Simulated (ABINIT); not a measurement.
# KSrH3 (Pm-3m): third-order response

Which lines does KSrH3 (Pm-3m) show in Raman and infrared spectra?

Method: DFT LDA, scalar-relativistic, plane waves, PseudoDojo norm-conserving pseudopotentials, in ABINIT 10.8.3.

Report form: the programs' logs are mostly left out.

The structure was built from a prototype and need not be the compound's stable phase.

### Step 1. Set-up

The structure is cubic, space group Pm-3m (No. 221). The conventional cell has a = 4.959 Å, b = 4.959 Å, c = 4.959 Å, α = 90.00°, β = 90.00°, γ = 90.00°. K has 12 H at 3.51 Å nearest. Sr has 6 H at 2.48 Å nearest. Nearest to H lie 2 Sr at 2.48 Å. Farther neighbours are not listed.

### Step 2. A probe with smearing

A first run with smearing and empty bands tells whether the crystal has a gap, which decides between fixed occupations and smearing later on.

Contents of probe.abi:

```
# ground state
tolvrs 1.0d-08
prtden 1
prtwf 1

# basis, mesh and filling
ecut 32.0
ngkpt 4 4 4
nshiftk 1
shiftk 0.0 0.0 0.0
istwfk *1
occopt 7
tsmear 0.005
nband 18
nstep 100
diemac 9.0
prtebands 0
prtgsr 0

# cell and atoms
acell 3*1.0 Angstrom
rprim 
    4.9588 0.0 0.0
    0.0 4.9588 0.0
    0.0 0.0 4.9588
ntypat 3
znucl 19 38 1
natom 5
typat 1 2 3 3 3
xred 
    0.0 0.0 0.0
    0.5 0.5 0.5
    0.5 0.5 0.0
    0.5 0.0 0.5
    0.0 0.5 0.5
pp_dirpath "./pseudo"
pseudos "K.upf, Sr.upf, H.upf"
```

Run with:

```bash
> OMP_NUM_THREADS=1 mpirun -n 4 abinit probe.abi > probe.log
```

Run time: 12 s. Hardware: 4 MPI ranks of Arm Neoverse V2, shared host.

Read from the output:

- volume per atom: 24.39 Å³
- pressure: -3.281 GPa
- gap on the k-mesh: 2.484 eV

A gap of 2.5 eV opens on this mesh, so the crystal is taken as an insulator; the printed pressure holds the stress of the finite basis too.

### Step 3. Rough relaxation

The typed start is rough, so a first relaxation with smearing and loose thresholds takes it towards rest cheaply.

Contents of prerelax.abi:

```
# relaxation
ionmov 2
optcell 2
dilatmx 1.15
chkdilatmx 0
ntime 40
tolmxf 3.0d-04
tolvrs 1.0d-10
prtwf 0
prtden 0
chksymtnons 0

# basis, mesh and filling
ecut 32.0
ecutsm 3.0
ngkpt 4 4 4
nshiftk 1
shiftk 0.0 0.0 0.0
istwfk *1
occopt 7
tsmear 0.005
nband 18
nstep 100
diemac 9.0
prtebands 0
prtgsr 0

# cell and atoms
acell 3*1.0 Angstrom
rprim 
    4.9588 0.0 0.0
    0.0 4.9588 0.0
    0.0 0.0 4.9588
ntypat 3
znucl 19 38 1
natom 5
typat 1 2 3 3 3
xred 
    0.0 0.0 0.0
    0.5 0.5 0.5
    0.5 0.5 0.0
    0.5 0.0 0.5
    0.0 0.5 0.5
pp_dirpath "./pseudo"
pseudos "K.upf, Sr.upf, H.upf"
```

Run with:

```bash
> OMP_NUM_THREADS=1 mpirun -n 4 abinit prerelax.abi > prerelax.log
```

It took 90 s on 4 MPI ranks; 6 min of CPU time.

Relaxation path:

```
step  energy less that of the first step (eV)  largest force (eV/Å)  volume (Å³)
   1                                   0.0000                0.0000       121.94
   2                                  -0.0234                0.0000       120.74
   3                                  -0.2332                0.0000        95.75
   4                                  -0.2500                0.0000       101.44
   5                                  -0.2507                0.0000       100.48
```

```
conventional cell, symmetrised  before  after   change
                         a (Å)   4.959  4.649   -6.2 %
                         b (Å)   4.959  4.649   -6.2 %
                         c (Å)   4.959  4.649   -6.2 %
              volume (Å³/atom)   24.39  20.10  -17.6 %
```

Final coordinates:

```xyz
5
Lattice="4.6491 0.0000 0.0000 0.0000 4.6491 0.0000 0.0000 0.0000 4.6491" Properties=species:S:1:pos:R:3 pbc="T T T"
K     0.0000    0.0000    0.0000
Sr    2.3245    2.3245    2.3245
H     2.3245    2.3245    0.0000
H     2.3245    0.0000    2.3245
H     0.0000    2.3245    2.3245
```

Numbers from this step:

* volume per atom: 20.10 Å³
* pressure: -0.01190 GPa
* gap on the k-mesh: 2.319 eV

The volume changes by -17.6 % in this run and stands -17.6 % from the first cell.

### Step 4. Rough relaxation

The cell changed much, so the rough relaxation is repeated on a basis made for the new cell.

Changes to prerelax.abi since step 3:

```diff
@@ -30,5 +30,5 @@
 rprim 
-    4.9588 0.0 0.0
-    0.0 4.9588 0.0
-    0.0 0.0 4.9588
+    4.649072326 0.0 0.0
+    0.0 4.649072326 0.0
+    0.0 0.0 4.649072326
 ntypat 3
```

It took 17 s on 4 MPI ranks; 69 s of CPU time.

Little changed from the start: no atom moved by 0.005 Å and no cell edge by 0.1 %.

This step gave:

```
pressure : -0.01189 GPa
```

The volume changes by +0.0 % in this run and stands -17.6 % from the first cell.

### Step 5. Relaxation

The harmonic expansion needs vanishing forces, and a free crystal bears no stress, so cell and atoms are brought to rest. Stress is more sensitive to the basis than forces are: the last 3 Ha under the cutoff are smoothed with ecutsm, and the cutoff is raised above that of the later runs.

Contents of relax.abi:

```
# relaxation
ionmov 2
optcell 2
dilatmx 1.08
ntime 40
tolmxf 1.0d-05
tolvrs 1.0d-14
prtwf 0
prtden 0
chksymtnons 0

# basis, mesh and filling
ecut 40.0
ecutsm 3.0
ngkpt 4 4 4
nshiftk 1
shiftk 0.0 0.0 0.0
istwfk *1
occopt 1
nband 11
nstep 100
diemac 9.0
prtebands 0
prtgsr 0

# cell and atoms
acell 3*1.0 Angstrom
rprim 
    4.649072329 0.0 0.0
    0.0 4.649072329 0.0
    0.0 0.0 4.649072329
ntypat 3
znucl 19 38 1
natom 5
typat 1 2 3 3 3
xred 
    0.0 0.0 0.0
    0.5 0.5 0.5
    0.5 0.5 0.0
    0.5 0.0 0.5
    0.0 0.5 0.5
pp_dirpath "./pseudo"
pseudos "K.upf, Sr.upf, H.upf"
```

Run with:

```bash
> OMP_NUM_THREADS=1 mpirun -n 4 abinit relax.abi > relax.log
```

Wall time 34 s (4 MPI ranks).

Little changed from the start: no atom moved by 0.005 Å and no cell edge by 0.1 %.

Read from the output:

| Property | Result |
| --- | --- |
| volume per atom | 20.08 Å³ |
| pressure | 9.77e-6 GPa |

The volume changes by -0.1 % in this run and stands -17.6 % from the first cell.

### Step 6. Ground state

The response is built on these wavefunctions, so the potential is converged far more tightly than an energy would need. The mesh is shifted off Γ, since shifted meshes converge sums over the zone faster.

Contents of gs.abi:

```
# ground state
tolvrs 1.0d-16
prtden 1
prtwf 1

# basis, mesh and filling
ecut 32.0
ngkpt 4 4 4
nshiftk 1
shiftk 0.5 0.5 0.5
istwfk *1
occopt 1
nband 11
nstep 100
diemac 9.0
prtebands 0
prtgsr 0

# cell and atoms
acell 3*1.0 Angstrom
rprim 
    4.648147264 0.0 0.0
    0.0 4.648147264 0.0
    0.0 0.0 4.648147264
ntypat 3
znucl 19 38 1
natom 5
typat 1 2 3 3 3
xred 
    0.0 0.0 0.0
    0.5 0.5 0.5
    0.5 0.5 0.0
    0.5 0.0 0.5
    0.0 0.5 0.5
pp_dirpath "./pseudo"
pseudos "K.upf, Sr.upf, H.upf"
```

Run with:

```bash
> OMP_NUM_THREADS=1 mpirun -n 4 abinit gs.abi > gs.log
```

Wall time 4.8 s (4 MPI ranks); 19 s of CPU time.

This step gave:

```
pressure : -0.1015 GPa
```

The cell stands at -0.10 GPa: the relaxation ran with a smoothed and higher cutoff and on another k mesh.

### Step 7. The gap at rest

Empty bands on the ground state's density check that the gap assumed so far is there in this cell.

Contents of gap.abi:

```
# empty bands on the ground state's density
iscf -2
getden_filepath "gso_DEN"
tolwfr 1.0d-12
nbdbuf 2
prtwf 0

# basis, mesh and filling
ecut 32.0
ngkpt 4 4 4
nshiftk 1
shiftk 0.0 0.0 0.0
istwfk *1
occopt 1
nband 15
nstep 100
diemac 9.0
prtebands 0
prtgsr 0

# cell and atoms
acell 3*1.0 Angstrom
rprim 
    4.648147264 0.0 0.0
    0.0 4.648147264 0.0
    0.0 0.0 4.648147264
ntypat 3
znucl 19 38 1
natom 5
typat 1 2 3 3 3
xred 
    0.0 0.0 0.0
    0.5 0.5 0.5
    0.5 0.5 0.0
    0.5 0.0 0.5
    0.0 0.5 0.5
pp_dirpath "./pseudo"
pseudos "K.upf, Sr.upf, H.upf"
```

Run with:

```bash
> OMP_NUM_THREADS=1 mpirun -n 4 abinit gap.abi > gap.log
```

It took 8.3 s on 4 MPI ranks.

Numbers from this step:

```
gap on the k-mesh : 2.317 eV
```

In this cell the gap on the mesh is 2.3 eV, indirect (smallest direct 2.4 eV), so fixed occupations hold.

### Step 8. Linear response at Γ

The derivative of the wavefunctions by k comes first, since the response to a field is built on it; then the field and the displacements that symmetry doesn't supply are solved at q = 0. By the 2n+1 theorem the first-order wavefunctions also give third derivatives: Raman tensors and the non-linear susceptibility.

It reads the wavefunctions written in step 6.

Contents of dfpt_gamma.abi:

```
ndtset 3

# common to the responses
getwfk_filepath "gso_WFK"
kptopt 2
nqpt 1
qpt 0.0 0.0 0.0
asr 0
chneut 0

# d/dk
rfelfd1 2
rfdir1 1 1 1
iscf1 -3
tolwfr1 1.0d-20

# displacements, field
rfphon2 1
rfatpol2 1 5
rfdir2 1 1 1
rfelfd2 3
getddk2 1
tolvrs2 1.0d-10
prepanl2 1
prtden2 1

# third order
optdriver3 5
getden_filepath3 "gso_DEN"
get1den3 2
get1wf3 2
getddk3 1
d3e_pert1_elfd3 1
d3e_pert1_phon3 1
d3e_pert1_atpol3 1 5
d3e_pert1_dir3 1 1 1
d3e_pert2_elfd3 1
d3e_pert2_dir3 1 1 1
d3e_pert3_elfd3 1
d3e_pert3_dir3 1 1 1
usepead3 1
tolvrs3 1.0d-10

# basis, mesh and filling
ecut 32.0
ngkpt 4 4 4
nshiftk 1
shiftk 0.5 0.5 0.5
istwfk *1
occopt 1
nband 11
nstep 100
diemac 9.0
prtebands 0
prtgsr 0

# cell and atoms
acell 3*1.0 Angstrom
rprim 
    4.648147264 0.0 0.0
    0.0 4.648147264 0.0
    0.0 0.0 4.648147264
ntypat 3
znucl 19 38 1
natom 5
typat 1 2 3 3 3
xred 
    0.0 0.0 0.0
    0.5 0.5 0.5
    0.5 0.5 0.0
    0.5 0.0 0.5
    0.0 0.5 0.5
pp_dirpath "./pseudo"
pseudos "K.upf, Sr.upf, H.upf"
```

Run with:

```bash
> OMP_NUM_THREADS=1 mpirun -n 4 abinit dfpt_gamma.abi > dfpt_gamma.log
```

The job ended after 2.5 min (4 MPI ranks).

Read from the output:

* miss of the charge sum rule: 5.48e-4 e
* largest acoustic frequency at the zone centre before the sum rule: 0.48 cm⁻¹
* highest optical zone-centre mode (no LO-TO term): 1219 cm⁻¹
* lowest optical zone-centre mode: -237.8 cm⁻¹
* mean high-frequency dielectric constant: 3.315
* largest Born charge in size (third of the trace): 1.705 e

Born charge (rows field, columns displacement), before the sum rule (e), principal values of the symmetric part by kind of site:

```
atom  atoms with these values    low  middle   high   mean
  K1                        1   1.19    1.19   1.19   1.19
 Sr2                        1   1.71    1.71   1.71   1.71
  H3                        3  -1.04   -0.93  -0.93  -0.96
```

In full for Sr2:

```
1.71 0.00 0.00
0.00 1.71 0.00
0.00 0.00 1.71
```

High-frequency dielectric tensor:

```
3.32 0.00 0.00
0.00 3.32 0.00
0.00 0.00 3.32
```

The acoustic modes at Γ come out as far as 0.5 cm⁻¹ from zero, where they should vanish, a small numerical error; the Born charges miss their sum rule by 5.5e-4 e, which is good. The lowest optical mode is imaginary, 238i cm⁻¹, an instability at this level and on this k mesh.

### Step 9. Zone-centre analysis

anaddb reads the merged derivatives, imposes the acoustic sum rule and charge neutrality, and adds the LO-TO term along chosen directions.

Contents of anaddb.abi:

```
ddb_filepath "gamma_DDB"
output_file "anaddb.abo"
outdata_prefix "anaddb"
asr 1
chneut 1
enunit 2
eivec 1
nph1l 1
qph1l 0.0 0.0 0.0 1.0
dieflag 2
nph2l 3
qph2l 
    1.0 0.0 0.0 0.0
    0.0 0.0 1.0 0.0
    1.0 1.0 1.0 0.0
nlflag 1
ramansr 1
alphon 1
prtmbm 1
```

Contents of mrgddb.in:

```
gamma_DDB
merged
3
dfpt_gammao_DS2_DDB
dfpt_gammao_DS3_DDB
gso_DDB
```

Run with:

```bash
> mrgddb < mrgddb.in > mrgddb.log
> OMP_NUM_THREADS=1 anaddb anaddb.abi > anaddb.log
```

Elapsed: 1.3 s, on 1 thread.

Numbers from this step:

- highest mode moved by the LO-TO term: 1288 cm⁻¹

No LO-TO term; unit eigenvectors of the mass-weighted matrix, from anaddb's displacements. Modes at Γ, with each element's share of the kinetic energy (negative means imaginary):

```
mode  frequency (cm⁻¹)  symmetry  K %  Sr %  H %
   1            -237.8       T2u    0     0  100
   2            -237.8       T2u    0     0  100
   3            -237.8       T2u    0     0  100
   4            -154.0       T1u   38     9   53
   5            -154.0       T1u   38     9   53
   6            -154.0       T1u   38     9   53
   7               0.0  acoustic   30    68    2
   8               0.0  acoustic   30    68    2
   9               0.0  acoustic   30    68    2
  10             182.6       T1u   32    23   45
  11             182.6       T1u   32    23   45
  12             182.6       T1u   32    23   45
  13            1218.7       T1u    0     1   99
  14            1218.7       T1u    0     1   99
  15            1218.7       T1u    0     1   99
```

Displacements in mode 1 (-237.8 cm⁻¹), the largest set to 1:
```
K1   0.00  0.00  0.00
Sr2  0.00  0.00  0.00
H3   0.00  0.00  0.00
H4   0.00  0.00 -1.00
H5   0.00  0.00  1.00
```

Displacements in mode 13 (1218.7 cm⁻¹), the largest set to 1:
```
K1   0.00  0.00  0.00
Sr2  0.00  0.00  0.01
H3   0.00  0.00 -1.00
H4   0.00  0.00  0.03
H5   0.00  0.00  0.03
```

With imaginary modes the relaxed-ion tensors have no meaning and are not tabulated.

The rule moves no optical mode by more than 0.1 cm⁻¹.

### Step 10. Results

| Property | Result |
| --- | --- |
| space group after relaxation | Pm-3m |
| volume per atom | 20.1 Å³ |
| highest optical zone-centre mode (no LO-TO term) | 1219 cm⁻¹ |
| lowest optical zone-centre mode | -237.8 cm⁻¹ |
| highest mode moved by the LO-TO term | 1288 cm⁻¹ |
| mean high-frequency dielectric constant | 3.32 |
| largest Born charge in size (third of the trace) | 1.71 e |
| imaginary optical modes at the zone centre (no q mesh in this session) | yes |

No mode is Raman active in this structure. At the LDA level the optical modes of KSrH3 (Pm-3m) at the zone centre (no LO-TO term) run from 238i to 1219 cm⁻¹, so the structure is a saddle point, with 6 modes beyond 10i cm⁻¹ there. Along the directions run, the highest mode that the macroscopic field moves lies at 1288 cm⁻¹. These are harmonic frequencies at zero temperature: anharmonic shifts and linewidths and thermal expansion are left out. The structure is a hypothetical one, built on a prototype.

[Host names and launcher messages were left out of these logs when they were recorded.]

[Logs are printed without paths, hosts, clocks, repeated set-up lines and the standing remarks that a program may print on its own settings, such as how far it seeks lower states.]

[Hosts, paths, dates, database ids (printed as entryN), source tags and the programs' standing remarks are cut or masked in the printed files.]
